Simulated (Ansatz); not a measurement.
# Lattice dynamics of GaCo (Pm-3m), part 2 of 2

Wanted: vibrations and spectra of GaCo (Pm-3m); the cell is already relaxed. After the zone centre comes a 4×4×4 q mesh on a 16×16×16 k mesh.

Ansatz 0.2.0; DFT PBEsol, scalar-relativistic, plane waves, PAW; PAW set soft_1.

So far. Step 2 (Modes at Γ): Before it was imposed, the acoustic sum rule was missed by 2.1e-5 eV/Å². Small misses are needed for a sound result but don't prove that mesh and cutoff are converged. The lowest optical mode is real, 243 cm⁻¹.

## Step 3: Phonons on a q mesh

Stability and thermal properties need the whole zone. Linear response on a 4×4×4 q mesh gives force constants as far as a supercell of that size would.

Input file input.yaml:

```yaml
crystal:
  lattice:
    - [2.8398194804, 0.0, 0.0]
    - [0.0, 2.8398194804, 0.0]
    - [0.0, 0.0, 2.8398194804]
  atoms:
    - { symbol: Ga, position: [0.5, 0.5, 0.5] }
    - { symbol: Co, position: [0.0, 0.0, 0.0] }
kpoints:
  mp_grid: { grid: [16, 16, 16] }
hamiltonian:
  xc: pbesol
  pseudopotentials: { kind: paw, azcp: { folder: soft_1 }, xc_functional: pbe }
scf:
  occupations: { method: methfessel_paxton, width: 0.2 }
output:
  eigenvalues: true
phonons:
  method: dfpt
  qmesh: [4, 4, 4]
  temperatures: { t_max: 1000, t_step: 50 }
  qpath:
    path:
      - [[0.0, 0.0, 0.0], [0.0, 0.5, 0.0], [0.5, 0.5, 0.0], [0.0, 0.0, 0.0], [0.5, 0.5, 0.5], [0.0, 0.5, 0.0]]
      - [[0.5, 0.5, 0.5], [0.5, 0.5, 0.0]]
    npoints: 10
```

The run is started by

```sh
$ ansatz run input.yaml --threads 4 --pin off --max-ram 10240MiB --backend cpu --events-out ev --progress --plain --runs-dir out
```

Numbers of over 12 decimals in the logs are rounded to 6 here.

Log:

```text
[...]
Crystal: 2 atoms, lattice volume = 22.902 Å³
Basis set: ecut = 420 eV, 461 PW (Γ), exchange–correlation on 40×40×40 points (8 copies of the dense FFT grid, shifted against one another)
Bands: 19, of which v1, the nominal top of the filled ones, is band 15 counted from 1 (14 counted from 0)
Symmetry: 48 space group operations
k-points: 165 of 4096
[...]
SCF iter   1: F=—  HF=-8837.294099 eV  |F-HF|=—  |Δ(HF+E_count)|=         —  Δρ=1.25e-1  dr2=3.19e0  ethr=3.10e-3  ⟨swp⟩=4.8  Hψ=12730  notcnv=0
[...]
SCF iter  10: F=-8836.866421 eV  HF=-8836.866421 eV  |F-HF|=0.00e0  |Δ(HF+E_count)|=  3.64e-12  S|Δr|=    0.00e0  Δρ=2.03e-8  dr2=1.09e-13  ethr=1.00e-12  ⟨swp⟩=5.0  Hψ=12887  notcnv=0
SCF 1 converged in 10 iterations: F = -8836.866421 eV  dr2 = 1.09e-13
[...]
iter 1 solved again at ethr=8.95e-9 eV; its pass at ethr=3.10e-3 eV (dr2=2.69e-6 eV) is discarded
SCF iter   1: F=—  HF=-8836.866421 eV  |F-HF|=—  |Δ(HF+E_count)|=         —  Δρ=4.59e-7  dr2=4.51e-11  ethr=8.95e-9  ⟨swp⟩=3.2  Hψ=22701  notcnv=0
eigensolver tolerance schedule: the retry pair's looser diagonalisation over-reported the residual by 59563.87 of it (diagonalisation noise at 0.21 of the residual, at the tolerance the schedule requests for it); recorded, not acted on — ethr = c·dr2/N_el stays at c = 1.0e-1
[...]
SCF iter   2: F=—  HF=-8836.866421 eV  |F-HF|=—  |Δ(HF+E_count)|=   1.90e-9  S|Δr|=    0.00e0  Δρ=2.66e-7  dr2=1.40e-11  ethr=1.00e-12  ⟨swp⟩=2.9  Hψ=6780  notcnv=0
SCF iter   3: F=-8836.866421 eV  HF=-8836.866421 eV  |F-HF|=3.64e-12  |Δ(HF+E_count)|=  1.82e-12  S|Δr|=    0.00e0  Δρ=1.48e-7  dr2=4.48e-12  ethr=1.00e-12  ⟨swp⟩=3.6  Hψ=8303  notcnv=0
SCF 2 converged in 3 iterations: F = -8836.866421 eV  dr2 = 4.48e-12
phonons: the bands overlap, so this run is a metal and interpolates without the dipole-dipole term. If the crystal is really an insulator or semiconductor, its LO-TO splitting is missing
NSCF: frozen V_eff on 165 k-points
WARN: eigensolver did not converge in 3 slots of this pass, the one above among them; of largest residual over every band (k=83): 1 band(s) unlocked (lowest unlocked band 18, counted from 0; max residual 2.91e-5 eV among the unlocked bands, 2.91e-5 eV over every band); of lowest unlocked band (k=83): band 18
[...]
DFPT response loops at q = (0, 0, 0) (fractional): preconditioner auto → Kerker (q_TF=auto, 2.854 Å⁻¹) (partly filled bands, converged f_vac=0.000); β = 1.00, the filter's whole step (`scf.mixing.beta` (0.50) is not read by the response loops under this deck's `scf.mixing.preconditioner`; to damp them name `kerker` or `kerker_dos`, under which they read `scf.mixing.beta`, and type it under 1.00, their step now; both keys bind the ground state too); Broyden in place of MSR1
[...]
SCF converged after 10 iterations
[...]
Free energy (F): -8836.866421 eV
[...]
Internal energy: -8836.865947 eV  (E = F + TS)
E sigma→0 (E₀):  -8836.866303 eV
Entropy (-TS):   -0.000474 eV (-0.237 meV/atom)
Fermi energy:    17.567251 eV
[...]
--- Band table (eV; the first three rows and the last of 165) ---
  k-point 0: bands = [... 11 lower, 14.8329, 16.8009, 16.8009, 16.8009, 22.8522, 22.8522, 22.8522, 28.8148]
  k-point 1: bands = [... 11 lower, 14.8410, 16.7458, 16.7458, 16.8009, 22.2594, 22.9910, 22.9910, 28.8256]
  k-point 2: bands = [... 11 lower, 14.8644, 16.5978, 16.5978, 16.8011, 20.9966, 23.3904, 23.3904, 28.8583]
  k-point 164: bands = [... 11 lower, 13.2263, 17.3357, 17.3357, 18.4397, 21.4442, 21.4442, 21.4442, 22.5405]
--- Phonons (Γ-DFPT): 2 representative perturbations + reference (Σ response iterations 6) ---
  ASR residual: 1.744e-5 → 0.000e0 eV/Å²; symmetrization residual: 5.249e-6 eV/Å²
  ASR residual per site (eV/Å²): 1.74e-5 1.06e-5
  Γ frequencies (cm⁻¹): 0.00 0.00 0.00 243.29 243.29 243.29
--- Phonons (arbitrary-q DFPT): 10 irreducible q on the 4×4×4 mesh ---
  q = [0.0000, 0.0000, 0.0000] (star 1, of the zone-centre solve; hermiticity 1.51e-6, symmetrization 3.76e-12): -0.00 -0.00 -0.00 243.29 243.29 243.29
  q = [0.0000, 0.0000, 0.2500] (star 6, 4 solved perturbations in 4032 linear systems a pass and spin channel, the states on 1296 of 4096 k-point pairs; hermiticity 2.86e-7, symmetrization 7.01e-13): 99.17 99.17 151.51 222.91 222.91 260.75
[...]
q = [0.0000, 0.2500, -0.5000] (star 12, 6 solved perturbations on 1296 of 4096 k-point pairs; hermiticity 4.48e-7, symmetrization 4.35e-9): 143.82 150.85 169.01 182.44 263.26 269.47
[...]
sum rule: each row above includes the acoustic sum rule's correction from the zone centre's row sums; it moved no ω² by more than (0.26 cm⁻¹)²
  mesh force constants: q→R imaginary residual 3.00e-18; ASR residual 1.744e-5 → 0.000e0 eV/Å²; symmetrization residual 1.243e-14 eV/Å²
  interpolated dispersion: 62 rows × 6 modes
  density of states and harmonic sums: on the 24×24×24 q-mesh, interpolated from the force constants of a 4×4×4 supercell (no non-analytic term)
  largest difference from the sums on the solved wave vectors: F 1.16e-2 eV, S 1.57e-5 and C_V 4.02e-6 eV/K
  zero-point energy: 0.072010 eV/cell   skipped modes (ω ≤ 0): 3   left out of the sums: 3.62e-5 of the cell's modes: C_V's classical limit lies that fraction below 3 k_B per atom; for a crystal, a wire or a layer, F and S can be off by more, and a phonons.interpolated_qmesh denser along its periods is the remedy for the sampling
```

The job ended after 8.3 min (4 threads of Arm Neoverse V1, shared host; peak memory 3 GiB; 32 min of CPU time).

This step gave:

| Property | Result |
| --- | --- |
| sum-rule residual before enforcement | 1.74e-5 eV/Å² |
| lowest frequency on the path | 0 cm⁻¹ |
| highest frequency on the path or at a solved wavevector | 290.4 cm⁻¹ |
| mean frequency | 193.6 cm⁻¹ |
| Debye temperature (second moment) | 374 K |
| logarithmic mean frequency | 184.9 cm⁻¹ |
| lowest mode on the q mesh (acoustic modes at Γ apart) | 96.99 cm⁻¹ |
| zero-point energy per atom | 36.01 meV |
| heat capacity at 300 K | 23.12 J/(mol atoms K) |
| vibrational entropy at 300 K | 28.88 J/(mol atoms K) |

Frequencies (cm⁻¹) solved at each irreducible wavevector; negative means imaginary. Frequencies by wavevector, by row:

| q in reciprocal lattice units | star | mode 1 | mode 2 | mode 3 | mode 4 | mode 5 | mode 6 |
| --- | --- | --- | --- | --- | --- | --- | --- |
| 0 0 0 | 1 | 0 | 0 | 0 | 243.3 | 243.3 | 243.3 |
| 0 0 0.25 | 6 | 99.2 | 99.2 | 151.5 | 222.9 | 222.9 | 260.8 |
| 0 0 -0.5 | 3 | 170.3 | 170.3 | 173 | 173 | 243.7 | 245.7 |
| 0 0.25 0.25 | 12 | 97 | 128.7 | 206.4 | 210 | 214.2 | 265.8 |
| 0 0.25 -0.5 | 12 | 143.8 | 150.8 | 169 | 182.4 | 263.3 | 269.5 |
| 0 -0.5 -0.5 | 3 | 126.2 | 126.2 | 164.8 | 196.8 | 290.4 | 290.4 |
| 0.25 0.25 0.25 | 8 | 131.2 | 131.2 | 183.6 | 237.9 | 244.6 | 244.6 |
| 0.25 0.25 -0.5 | 12 | 145.3 | 154 | 179.3 | 198.9 | 262.5 | 263.9 |
| 0.25 -0.5 -0.5 | 6 | 155.1 | 155.1 | 186.2 | 196.6 | 266.8 | 266.8 |
| -0.5 -0.5 -0.5 | 1 | 200 | 200 | 200 | 221 | 221 | 221 |

Interpolated from a 4×4×4 q mesh. The phonon branches at the labelled points (cm⁻¹):

| point | branch 1 | branch 2 | branch 3 | branch 4 | branch 5 | branch 6 |
| --- | --- | --- | --- | --- | --- | --- |
| Γ | 0 | 0 | 0 | 243 | 243 | 243 |
| halfway | 99 | 99 | 152 | 223 | 223 | 261 |
| X | 170 | 170 | 173 | 173 | 244 | 246 |
| halfway | 144 | 151 | 169 | 182 | 263 | 270 |
| M | 126 | 126 | 165 | 197 | 290 | 290 |
| halfway | 97 | 129 | 206 | 210 | 214 | 266 |
| Γ | 0 | 0 | 0 | 243 | 243 | 243 |
| halfway | 131 | 131 | 184 | 238 | 245 | 245 |
| R | 200 | 200 | 200 | 221 | 221 | 221 |
| halfway | 145 | 154 | 179 | 199 | 262 | 264 |
| X | 170 | 170 | 173 | 173 | 244 | 246 |
| jump to R | 200 | 200 | 200 | 221 | 221 | 221 |
| halfway | 155 | 155 | 186 | 197 | 267 | 267 |
| M | 126 | 126 | 165 | 197 | 290 | 290 |

The phonon branches as a text plot (rows in cm⁻¹):

```
    284 |            ******                                   ***
    272 |           **   * **                                *
    260 |   ***   **      *  **          ***       ****     *
    248 |***   ****            **********   *    **    *** *
    236 | **   *           **  *** **   ******   *
    224 |   *                 **     **      ****         *
    212 |    *               *         *         ***       *
    200 |     *       *** ***          *      ****  *     * **  *
    188 |      *    **   * **           *    *  * ** **    *****
    175 |    *  ****          *             *    *  ****** *  **
    163 |      * **********          **  ****     *   ***   *   *
    151 |   *      *     * **            **        ****      *
    139 |           **         *                              *
    127 |     *      ****    *          *                      **
    115 |    *           **         *  *
    103 |   *              ****
     91 |  *                  ***    **
     79 |
     67 | **                   *    *
     54 |                       *  *
     42 | *                      *
     30 |*                       * *
     18 |*
      6 |                         *
         Γ      X      M          Γ            R        X|R     M
```

Tetrahedra on a 24×24×24 mesh, mean over bins of 5 cm-1. Interpolated from a 4×4×4 q mesh. Phonon density of states against wavenumber; read off at these points:

| wavenumber (cm⁻¹) | phonon density of states (1/cm⁻¹/cell) |
| --- | --- |
| 2 | 0 |
| 12 | 3.0e-5 |
| 18 | 9.0e-5 |
| 28 | 3.0e-4 |
| 32 | 4.5e-4 |
| 42 | 8.4e-4 |
| 48 | 0.00107 |
| 58 | 0.00173 |
| 68 | 0.00259 |
| 72 | 0.00315 |
| 82 | 0.00463 |
| 88 | 0.00561 |
| 98 | 0.00834 |
| 102 | 0.0102 |
| 112 | 0.0150 |
| 122 | 0.0219 |
| 128 | 0.0278 |
| 138 | 0.0327 |
| 142 | 0.0362 |
| 152 | 0.0409 |
| 158 | 0.0530 |
| 168 | 0.0362 |
| 172 | 0.0479 |
| 182 | 0.0343 |
| 192 | 0.0478 |
| 198 | 0.0362 |
| 208 | 0.0254 |
| 212 | 0.029 |
| 222 | 0.0248 |
| 228 | 0.0229 |
| 238 | 0.0212 |
| 248 | 0.0227 |
| 252 | 0.034 |
| 262 | 0.0804 |
| 268 | 0.0480 |
| 278 | 0.0207 |
| 282 | 0.0139 |
| 292 | 5.0e-5 |

The partial phonon density of states has structure finer than the step of the table below, so its rows give means over 10 cm⁻¹, whole bins alone (the curve runs from -10 to 309 cm⁻¹). Peaks (cm⁻¹: height): Co 156.4: 0.0231, 190.4: 0.0307, 262.6: 0.0384; Ga 156.4: 0.0253, 168.4: 0.0237, 210.5: 0.0169, 262.6: 0.0359.

Phonopy on the run's constants, 19x19x19 mesh, Gaussian sigma 2.3 cm-1. Interpolated from a 4×4×4 q mesh. Table of partial phonon density of states by wavenumber; means over each step; values in 1/cm⁻¹/cell:

| wavenumber (cm⁻¹) | Co | Ga |
| --- | --- | --- |
| 0 | 1.9e-5 | 2.3e-5 |
| 10 | 5.0e-7 | 5.0e-7 |
| 20 | 8.3e-5 | 9.9e-5 |
| 30 | 2.3e-4 | 2.7e-4 |
| 40 | 2.5e-4 | 2.9e-4 |
| 50 | 7.4e-4 | 8.7e-4 |
| 60 | 7.2e-4 | 8.4e-4 |
| 70 | 0.00138 | 0.00162 |
| 80 | 0.00203 | 0.00236 |
| 90 | 0.00279 | 0.00322 |
| 100 | 0.00456 | 0.00520 |
| 110 | 0.00657 | 0.00735 |
| 120 | 0.00945 | 0.0105 |
| 130 | 0.0136 | 0.0150 |
| 140 | 0.0160 | 0.0180 |
| 150 | 0.0182 | 0.0200 |
| 160 | 0.0185 | 0.0207 |
| 170 | 0.0191 | 0.0213 |
| 180 | 0.0202 | 0.0147 |
| 190 | 0.0273 | 0.0148 |
| 200 | 0.0163 | 0.0154 |
| 210 | 0.0115 | 0.0161 |
| 220 | 0.0108 | 0.0148 |
| 230 | 0.0106 | 0.0117 |
| 240 | 0.00992 | 0.0105 |
| 250 | 0.0141 | 0.0147 |
| 260 | 0.0314 | 0.0298 |
| 270 | 0.0218 | 0.0197 |
| 280 | 0.00939 | 0.00815 |
| 290 | 0.00225 | 0.00190 |
| 300 | 6.9e-6 | 4.2e-6 |

Second derivatives of the energy by pair, one row for each kind of neighbour of each atom listed. Each entry sums the pair over the periodic images of the supercell that the q mesh stands for, and in a polar crystal it holds the long-range dipole part too. Force constants by pair, by row:

| atom | neighbour | distance (Å) | third of the trace (eV/Å²) | along the pair's line (eV/Å²) |
| --- | --- | --- | --- | --- |
| Ga1 | itself | 0 | 10.25 | – |
| Ga1 | Co | 2.459 | -0.8677 | -2.77 |
| Ga1 | Ga | 2.84 | -0.3476 | -1.42 |
| Ga1 | Ga | 4.016 | -0.0323 | -0.1918 |
| Ga1 | Co | 4.709 | 5.00e-4 | 0.0489 |
| Ga1 | Ga | 4.919 | -0.0829 | -0.2355 |
| Ga1 | Ga | 5.68 | -0.0282 | -0.0928 |
| Ga1 | Co | 6.189 | -5.00e-4 | 0.0065 |
| Ga1 | Ga | 6.35 | -0.0031 | -0.0097 |
| Co2 | itself | 0 | 8.864 | – |
| Co2 | Ga | 2.459 | -0.8677 | -2.77 |
| Co2 | Co | 2.84 | -0.1988 | -1.063 |
| Co2 | Co | 4.016 | -0.0871 | -0.3151 |
| Co2 | Ga | 4.709 | 5.00e-4 | 0.0489 |
| Co2 | Co | 4.919 | 0.0672 | 0.2017 |
| Co2 | Co | 5.68 | 0.0245 | 0.2283 |
| Co2 | Ga | 6.189 | -5.00e-4 | 0.0065 |
| Co2 | Co | 6.35 | -0.0133 | -0.0428 |

Harmonic thermodynamic functions per atom, from the density of states. Interpolated from a 4×4×4 q mesh. Thermodynamic functions, by row:

| T (K) | F_vib (meV/atom) | S (J/mol-atom/K) | C_V (J/mol-atom/K) |
| --- | --- | --- | --- |
| 0 | 36.01 | 0 | 0 |
| 50 | 35.84 | 1.403 | 4.266 |
| 100 | 33.64 | 7.481 | 13.73 |
| 200 | 19.17 | 19.86 | 21.11 |
| 300 | -6.33 | 28.88 | 23.12 |
| 400 | -39.92 | 35.65 | 23.89 |
| 500 | -79.74 | 41.02 | 24.26 |
| 600 | -124.6 | 45.47 | 24.47 |
| 700 | -173.8 | 49.25 | 24.59 |
| 800 | -226.5 | 52.54 | 24.67 |
| 900 | -282.5 | 55.45 | 24.73 |
| 1000 | -341.4 | 58.05 | 24.77 |

Harmonic mean-square displacement, third of the trace. Interpolated from a 4×4×4 q mesh. Mean square displacements, by row:

| T (K) | Ga1 U_eq (Å²) | Co2 U_eq (Å²) |
| --- | --- | --- |
| 0 | 0.0014 | 0.00162 |
| 100 | 0.00184 | 0.0021 |
| 300 | 0.00416 | 0.00469 |
| 600 | 0.00804 | 0.00905 |

Symmetry leaves 10 wavevectors to solve. The lowest mode among them, the acoustic zeros apart, lies at q = (0, 0.25, 0.25) and is real, 97.0 cm⁻¹.

## Step 4: Another isotope

An isotope changes the mass and not the force constants, so no new electronic calculation is needed; the shifts show which modes move this element.

The same force constants with the mass of Ga changed from 69.723 to 70.925 u (phonopy, no LO-TO term). Both lists are sorted by frequency; levels can cross, so a row need not hold one and the same mode. Modes under 3 cm⁻¹ are left out. Isotope shifts, by row:

| q | rank | natural mass (cm⁻¹) | changed mass (cm⁻¹) |
| --- | --- | --- | --- |
| 0 0 0 | 4 | 243.3 | 242.3 |
| 0 0 0 | 5 | 243.3 | 242.3 |
| 0 0 0 | 6 | 243.3 | 242.3 |
| 0 0 0.25 | 1 | 99.17 | 98.72 |
| 0 0 0.25 | 2 | 99.17 | 98.72 |
| 0 0 0.25 | 3 | 151.5 | 150.8 |
| 0 0 0.25 | 4 | 222.9 | 222 |
| 0 0 0.25 | 5 | 222.9 | 222 |
| 0 0 0.25 | 6 | 260.8 | 259.7 |
| 0 0 -0.5 | 1 | 170.3 | 170.3 |
| 0 0 -0.5 | 2 | 170.3 | 170.3 |
| 0 0 -0.5 | 3 | 173 | 171.5 |
| 0 0 -0.5 | 4 | 173 | 171.5 |
| 0 0 -0.5 | 5 | 243.7 | 243.6 |
| 0 0 -0.5 | 6 | 245.7 | 243.7 |
| 0 0.25 0.25 | 1 | 96.99 | 96.55 |
| 0 0.25 0.25 | 2 | 128.7 | 128 |
| 0 0.25 0.25 | 3 | 206.4 | 206.4 |
| 0 0.25 0.25 | 4 | 210 | 209.2 |
| 0 0.25 0.25 | 5 | 214.2 | 212.3 |
| 0 0.25 0.25 | 6 | 265.8 | 264.7 |

A mode of this element alone would shift by -0.85 %. The highest zone-centre frequency without the field goes from 243.3 to 242.3 cm⁻¹ (-0.4 %). The product of the frequency ratios over all optical modes at Γ is 0.988; the product rule, (m/m′)^(3k/2) (M′/M)^(3/2) with k = 1 such atoms and M the mass of the cell, gives 0.988.

## Step 5: Results

| Property | Result |
| --- | --- |
| space group (within 0.01 Å) | Pm-3m |
| volume per atom | 11.5 Å³ |
| electronic character | no gap on this mesh |
| highest optical mode at the zone centre (no LO-TO term) | 243 cm⁻¹ |
| lowest optical zone-centre mode | 243 cm⁻¹ |
| lowest mode on the q mesh (acoustic modes at Γ apart) | 97.0 cm⁻¹ |
| highest frequency on the path or at a solved wavevector | 290 cm⁻¹ |
| zero-point energy per atom | 36.0 meV |
| heat capacity at 300 K | 23.1 J/(mol atoms K) |
| vibrational entropy at 300 K | 28.9 J/(mol atoms K) |
| Debye temperature (second moment) | 374 K |
| imaginary modes on the 4×4×4 q mesh | none |

The structure is a minimum as far as tested: no mode is imaginary at the 10 irreducible wavevectors of the 4×4×4 mesh, and the softest away from the acoustic zeros lies at 97 cm⁻¹. The optical modes at Γ form one degenerate level at 243 cm⁻¹. Some magnetic starts kept moments in single points, but the one carried on lost them, and the others were not relaxed, so the runs shown are non-magnetic; if the real compound is magnetic, its cell and modes can differ much. With no gap, or one that is small against the smearing, the frequencies hang on the k mesh and the smearing, most of all near Kohn anomalies. The phonon runs are without spin polarisation, although Co often carries a moment. The PAW files were made for PBE and serve the other functionals too. A phonon run warned that its eigensolver left some bands unconverged in a pass. These are harmonic frequencies at zero temperature: anharmonic shifts, linewidths and thermal expansion are left out.

[Logs are printed without paths, hosts, clocks, repeated set-up lines and the standing remarks that a program may print on its own settings, such as how far it seeks lower states.]

[Hosts, paths, dates, database ids (printed as entryN), source tags and the programs' standing remarks are cut or masked in the printed files.]
